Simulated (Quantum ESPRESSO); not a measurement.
# MgS, rock salt type, strained in the (001) plane, stepped through biaxial strain in the plane, part 4 of 6

Aim: how the results for MgS, rock salt type, strained in the (001) plane change with biaxial strain in the plane.

Quantum ESPRESSO 7.5; plane-wave DFT, PBE, GBRV ultrasoft pseudopotentials.

So far. Step 2 (Relaxing cell and ions of the reference):  The last row is no step: it is a fresh SCF in the final cell with a new plane-wave basis, +0 meV from the row before. Step 3 (Variable-cell relaxation, -4 %):  The last row is no step: it is a fresh SCF in the final cell with a new plane-wave basis, -0 meV from the row before.

The structure was built from a prototype and need not be the compound's stable phase.

### 6. Variable-cell relaxation, -3 %

Contents of m1.relax.in:

```
&control
  prefix = 'm1.relax'
  outdir = './out'
  pseudo_dir = './pseudo'
  nstep = 40
  forc_conv_thr = 0.001
  calculation = 'vc-relax'
/
&system
  ibrav = 0
  nat = 4
  ntyp = 2
  ecutwfc = 50
  ecutrho = 250
  occupations = 'fixed'
/
&electrons
  conv_thr = 1e-10
  mixing_beta = 0.6
  electron_maxstep = 120
/
&ions
/
&cell
  cell_dofree = 'z'
  press_conv_thr = 0.3
/
ATOMIC_SPECIES
  Mg  24.3050  mg_pbe_v1.4.uspp.F.UPF
  S   32.0600  s_pbe_v1.4.uspp.F.UPF
CELL_PARAMETERS angstrom
  3.58593761688000 0.00000000000000 0.00000000000000
  0.00000000000000 3.58593761688000 0.00000000000000
  0.00000000000000 0.00000000000000 5.22682067900000
ATOMIC_POSITIONS crystal
  Mg  0.000000000000 0.000000000000 0.000000000000
  S   0.500000000000 0.500000000000 0.000000000000
  Mg  0.500000000000 0.500000000000 0.500000000000
  S   0.000000000000 0.000000000000 0.500000000000
K_POINTS automatic
  6 6 6 0 0 0
```

On the command line:

```
> OMP_NUM_THREADS=1 mpirun -n 4 pw.x -nk 4 -in m1.relax.in > m1.relax.out
```

Log:

```text
[banner, memory and clock lines left out]
Program PWSCF v.7.5 starts
[...]
Message from routine setup:
[...]
number of electrons       =        32.00
     number of Kohn-Sham states=           16
     kinetic-energy cutoff     =      50.0000  Ry
     charge density cutoff     =     250.0000  Ry
[...]
number of k points=    40
[...]
Dense  grid:    30229 G-vectors     FFT dimensions: (  36,  36,  50)
[...]
Starting wfcs are   18 randomized atomic wfcs
[...]
estimated scf accuracy    <       0.35691874 Ry
[...]
estimated scf accuracy    <       0.02381187 Ry
[...]
estimated scf accuracy    <       0.00230745 Ry
[...]
estimated scf accuracy    <       0.00024308 Ry
[...]
estimated scf accuracy    <       0.00006162 Ry
[...]
estimated scf accuracy    <       0.00001564 Ry
[...]
estimated scf accuracy    <       0.00000050 Ry
[...]
estimated scf accuracy    <          9.8E-09 Ry
[...]
estimated scf accuracy    <          9.3E-09 Ry
[...]
estimated scf accuracy    <          1.4E-09 Ry
[...]
highest occupied level (ev):     6.8612
!    total energy              =    -299.26172429 Ry
     estimated scf accuracy    <          8.2E-11 Ry
[...]
one-electron contribution =    -193.59822572 Ry
     hartree contribution      =     101.20898902 Ry
     xc contribution           =     -51.07250186 Ry
     ewald contribution        =    -155.79998573 Ry
     convergence has been achieved in  11 iterations
[...]
Total force =     0.000000     Total SCF correction =     0.000000
[...]
estimated scf accuracy    <       0.00000557 Ry
[...]
estimated scf accuracy    <       0.00000043 Ry
[...]
estimated scf accuracy    <          9.5E-09 Ry
[...]
estimated scf accuracy    <          1.6E-09 Ry
[...]
highest occupied level (ev):     6.8183
!    total energy              =    -299.26203563 Ry
     estimated scf accuracy    <          5.5E-11 Ry
[...]
one-electron contribution =    -193.97261144 Ry
     hartree contribution      =     101.33156233 Ry
     xc contribution           =     -51.06479833 Ry
     ewald contribution        =    -155.55618819 Ry
     convergence has been achieved in   5 iterations
[...]
Total force =     0.000000     Total SCF correction =     0.000000
[...]
estimated scf accuracy    <       0.00001226 Ry
[...]
estimated scf accuracy    <       0.00000092 Ry
[...]
estimated scf accuracy    <       0.00000002 Ry
[...]
estimated scf accuracy    <          3.5E-09 Ry
[...]
estimated scf accuracy    <          1.1E-10 Ry
[...]
estimated scf accuracy    <          6.2E-12 Ry
[...]
highest occupied level (ev):     6.7539
!    total energy              =    -299.26233586 Ry
     estimated scf accuracy    <          7.4E-13 Ry
[...]
one-electron contribution =    -194.53702647 Ry
     hartree contribution      =     101.51791276 Ry
     xc contribution           =     -51.05353564 Ry
     ewald contribution        =    -155.18968650 Ry
     convergence has been achieved in   7 iterations
[...]
Total force =     0.000000     Total SCF correction =     0.000000
[...]
estimated scf accuracy    <       0.00001333 Ry
[...]
estimated scf accuracy    <       0.00000099 Ry
[...]
estimated scf accuracy    <       0.00000003 Ry
[...]
estimated scf accuracy    <          3.6E-09 Ry
[...]
estimated scf accuracy    <          1.0E-10 Ry
[...]
estimated scf accuracy    <          8.1E-12 Ry
[...]
estimated scf accuracy    <          1.0E-12 Ry
[...]
highest occupied level (ev):     6.6860
!    total energy              =    -299.26245069 Ry
     estimated scf accuracy    <          1.3E-14 Ry
[...]
one-electron contribution =    -195.13687728 Ry
     hartree contribution      =     101.71785850 Ry
     xc contribution           =     -51.04200126 Ry
     ewald contribution        =    -154.80143065 Ry
     convergence has been achieved in   8 iterations
[...]
Total force =     0.000000     Total SCF correction =     0.000000
[...]
estimated scf accuracy    <       0.00000009 Ry
[...]
estimated scf accuracy    <          6.6E-09 Ry
[...]
estimated scf accuracy    <          1.8E-10 Ry
[...]
estimated scf accuracy    <          2.6E-11 Ry
[...]
highest occupied level (ev):     6.6805
!    total energy              =    -299.26245140 Ry
     estimated scf accuracy    <          7.6E-13 Ry
[...]
one-electron contribution =    -195.18645261 Ry
     hartree contribution      =     101.73446761 Ry
     xc contribution           =     -51.04106726 Ry
     ewald contribution        =    -154.76939914 Ry
     convergence has been achieved in   5 iterations
[...]
Total force =     0.000000     Total SCF correction =     0.000000
[...]
number of electrons       =        32.00
     number of Kohn-Sham states=           16
     kinetic-energy cutoff     =      50.0000  Ry
     charge density cutoff     =     250.0000  Ry
[...]
number of k points=    40
[...]
Dense  grid:    30823 G-vectors     FFT dimensions: (  36,  36,  54)
[...]
Starting wfcs are   18 randomized atomic wfcs
[...]
estimated scf accuracy    <       0.32908574 Ry
[...]
estimated scf accuracy    <       0.01747762 Ry
[...]
estimated scf accuracy    <       0.00163255 Ry
[...]
estimated scf accuracy    <       0.00006089 Ry
[...]
estimated scf accuracy    <       0.00000160 Ry
[...]
estimated scf accuracy    <       0.00000115 Ry
[...]
estimated scf accuracy    <       0.00000023 Ry
[...]
estimated scf accuracy    <       0.00000003 Ry
[...]
estimated scf accuracy    <          9.8E-11 Ry
[...]
estimated scf accuracy    <          1.2E-10 Ry
[...]
estimated scf accuracy    <          1.7E-11 Ry
[...]
highest occupied level (ev):     6.6804
!    total energy              =    -299.26246785 Ry
     estimated scf accuracy    <          2.2E-13 Ry
[...]
one-electron contribution =    -195.18639837 Ry
     hartree contribution      =     101.73436179 Ry
     xc contribution           =     -51.04103213 Ry
     ewald contribution        =    -154.76939914 Ry
     convergence has been achieved in  12 iterations
[...]
Total force =     0.000000     Total SCF correction =     0.000000
[...]
```

The job ended after 84 s (4 MPI ranks of Intel Xeon Platinum 8259CL at 2.50GHz (Skylake/Cascade Lake), shared host; peak memory 0.42 GiB).

Relaxation path:

| step | energy less that of the first step (eV) | largest force (eV/Å) | volume (Å³) |
| --- | --- | --- | --- |
| 1 | 0.0000 | 0.0000 | 67.21 |
| 2 | -0.0042 | 0.0000 | 67.51 |
| 3 | -0.0083 | 0.0000 | 67.96 |
| 4 | -0.0099 | 0.0000 | 68.43 |
| 5 | -0.0099 | 0.0000 | 68.47 |
| 6 | -0.0101 | 0.0000 | 68.47 |

| conventional cell, symmetrised | before | after | change |
| --- | --- | --- | --- |
| a (Å) | 3.586 | 3.586 | +0.0 % |
| b (Å) | 3.586 | 3.586 | +0.0 % |
| c (Å) | 5.227 | 5.325 | +1.9 % |
| volume (Å³/atom) | 16.80 | 17.12 | +1.9 % |

Final coordinates:

```cif
data_structure
_symmetry_space_group_name_H-M 'P 1'
_symmetry_Int_Tables_number 1
_cell_length_a 3.5859
_cell_length_b 3.5859
_cell_length_c 5.3247
_cell_angle_alpha 90.000
_cell_angle_beta 90.000
_cell_angle_gamma 90.000
_cell_volume 68.47
loop_
_atom_site_label
_atom_site_type_symbol
_atom_site_fract_x
_atom_site_fract_y
_atom_site_fract_z
_atom_site_occupancy
Mg1 Mg 0.00000 0.00000 0.00000 1
S2 S 0.50000 0.50000 0.00000 1
Mg3 Mg 0.50000 0.50000 0.50000 1
S4 S 0.00000 0.00000 0.50000 1
```

 The last row is no step: it is a fresh SCF in the final cell with a new plane-wave basis, -0 meV from the row before.

Read from the output:

```
free energy                    : -4071.6733 eV
valence top, on the run's zero : 6.680 eV
```

### 7. SCF with pw.x, -3 %

Contents of m1.scf.in:

```
&control
  prefix = 'm1.scf'
  outdir = './out'
  pseudo_dir = './pseudo'
  calculation = 'scf'
  tprnfor = .true.
/
&system
  ibrav = 0
  nat = 4
  ntyp = 2
  ecutwfc = 40
  ecutrho = 200
  occupations = 'fixed'
  nbnd = 20
/
&electrons
  conv_thr = 1e-09
  mixing_beta = 0.6
  electron_maxstep = 120
/
ATOMIC_SPECIES
  Mg  24.3050  mg_pbe_v1.4.uspp.F.UPF
  S   32.0600  s_pbe_v1.4.uspp.F.UPF
CELL_PARAMETERS angstrom
  3.58593761700000 0.00000000000000 0.00000000000000
  0.00000000000000 3.58593761700000 0.00000000000000
  0.00000000000000 0.00000000000000 5.32468755000000
ATOMIC_POSITIONS crystal
  Mg  0.000000000000 0.000000000000 0.000000000000
  S   0.500000000000 0.500000000000 0.000000000000
  Mg  0.500000000000 0.500000000000 0.500000000000
  S   0.000000000000 0.000000000000 0.500000000000
K_POINTS automatic
  6 6 6 0 0 0
```

On the command line:

```
> OMP_NUM_THREADS=1 mpirun -n 4 pw.x -nk 4 -in m1.scf.in > m1.scf.out
```

Log:

```text
[banner, memory and clock lines left out]
Program PWSCF v.7.5 starts
[...]
Message from routine setup:
[...]
number of electrons       =        32.00
     number of Kohn-Sham states=           20
     kinetic-energy cutoff     =      40.0000  Ry
     charge density cutoff     =     200.0000  Ry
[...]
number of k points=    40
[...]
Dense  grid:    22081 G-vectors     FFT dimensions: (  32,  32,  45)
[...]
Starting wfcs are   18 randomized atomic wfcs +    2 random wfcs
[...]
estimated scf accuracy    <       0.33345117 Ry
[...]
estimated scf accuracy    <       0.02082678 Ry
[...]
estimated scf accuracy    <       0.00174000 Ry
[...]
estimated scf accuracy    <       0.00005093 Ry
[...]
estimated scf accuracy    <       0.00000078 Ry
[...]
estimated scf accuracy    <       0.00000001 Ry
[...]
highest occupied, lowest unoccupied level (ev):     6.6805    9.3382
!    total energy              =    -299.26200027 Ry
     estimated scf accuracy    <          7.2E-10 Ry
[...]
one-electron contribution =    -195.18973214 Ry
     hartree contribution      =     101.73897769 Ry
     xc contribution           =     -51.04184668 Ry
     ewald contribution        =    -154.76939914 Ry
     convergence has been achieved in   7 iterations
[...]
Total force =     0.000000     Total SCF correction =     0.000000
[...]
```

Run time: 13 s. Hardware: 4 MPI ranks; peak memory 0.34 GiB; 48 s of CPU time.

Read from the output:

* free energy: -4071.6669 eV
* valence top, on the run's zero: 6.681 eV
* conduction bottom, on the run's zero: 9.338 eV
* gap by band count: 2.658 eV

### 8. Complex band structure, -3 %

Contents of m1.cbs.in:

```
&inputcond
  outdir = './out'
  prefixl = 'm1.scf'
  band_file = 'm1.cbs'
  ikind = 0
  ewind = 4.0
  epsproj = 1e-05
  nz1 = 7
  energy0 = 4.95
  denergy = -0.15
/
3
  0.00000000 0.00000000 1.00000000
  0.50000000 0.00000000 1.00000000
  0.50000000 0.50000000 1.00000000
41
```

On the command line:

```
> OMP_NUM_THREADS=1 mpirun -n 4 pwcond.x -in m1.cbs.in > m1.cbs.out
```

Log:

```text
[banner, memory and clock lines left out]
Program PWCOND v.7.5 starts
[citation notice left out]

[...]
./out/m1.scf.save/

     IMPORTANT: XC functional enforced from input :
     Exchange-correlation= PBE
                           (   1   4   3   4   0   0   0)
     Any further DFT definition will be discarded
     Please, verify this is what you really want

     Reading collected, re-writing distributed wavefunctions

===== INPUT FILE containing the left lead =====

     GEOMETRY:

     lattice parameter (alat)  =       6.7764  a.u.
[...]
-0.2264154   0.0000000   4.8000000
  -0.3291088   0.0000000   4.8000000
  -0.4778698  -0.0000000   4.8000000
[... further energies and points left out ...]
---  E-Ef =   -0.9000000  k =    0.5000000   0.5000000
---  ie =         40  ik =          3
 Nchannels of the left tip =            0
 Right moving states:
   k1(2pi/a)   k2(2pi/a)   E-Ef (eV)
 Left moving states:
   k1(2pi/a)   k2(2pi/a)   E-Ef (eV)

---  E-Ef =   -1.0500000  k =    0.5000000   0.5000000
---  ie =         41  ik =          3
 Nchannels of the left tip =            0
 Right moving states:
   k1(2pi/a)   k2(2pi/a)   E-Ef (eV)
 Left moving states:
   k1(2pi/a)   k2(2pi/a)   E-Ef (eV)

[...]
```

It took 2.1 min on 4 MPI ranks; peak memory 0.27 GiB; 8.4 min of CPU time.

K across = (0, 0) in the cell's reciprocal vectors; values within 0.0025 1/Å of each other count once, columns are sorted by size at each energy, a dash where no further value was kept. Im kz of the slowest decaying states against energy, zero at the highest filled level of the SCF mesh:

| energy (eV) | decay 1 (Å⁻¹) | decay 2 (Å⁻¹) | decay 3 (Å⁻¹) |
| --- | --- | --- | --- |
| -1.05 | 0.745 | 1.22 | 1.84 |
| -0.75 | 0.718 | 1.19 | 1.82 |
| -0.45 | 0.69 | 1.16 | 1.80 |
| -0.15 | 0.101 | 0.661 | 1.12 |
| 0.00 | 0.011 | 0.217 | 0.645 |
| 0.15 | 0.095 | 0.284 | 0.63 |
| 0.45 | 0.155 | 0.37 | 0.597 |
| 0.60 | 0.175 | 0.402 | 0.58 |
| 0.90 | 0.202 | 0.45 | 0.543 |
| 1.20 | 0.219 | 0.485 | 0.504 |
| 1.50 | 0.23 | 0.46 | 0.512 |
| 1.80 | 0.233 | 0.411 | 0.531 |
| 2.10 | 0.232 | 0.354 | 0.546 |
| 2.40 | 0.224 | 0.285 | 0.555 |
| 2.70 | 0.191 | 0.21 | 0.561 |
| 3.00 | 0.189 | 0.564 | 0.613 |
| 3.30 | 0.158 | 0.539 | 0.564 |
| 3.45 | 0.136 | 0.497 | 0.563 |
| 3.75 | 0.061 | 0.401 | 0.558 |
| 4.05 | 0.271 | 0.551 | 1.41 |
| 4.35 | 0.542 | 1.38 | 1.53 |
| 4.65 | 0.53 | 1.35 | 1.51 |
| 4.95 | 0.515 | 1.32 | 1.50 |

[end of part 4 of 6]

[Logs are printed without paths, hosts, clocks, repeated set-up lines and the standing remarks that a program may print on its own settings, such as how far it seeks lower states.]

[Hosts, paths, dates, database ids (printed as entryN), source tags and the programs' standing remarks are cut or masked in the printed files.]

[Maps of the electrostatic potential energy from Ansatz leave out the sawtooth potential of an applied field or a dipole correction, so their vacuum need not be flat; planar profiles and work functions include it.]
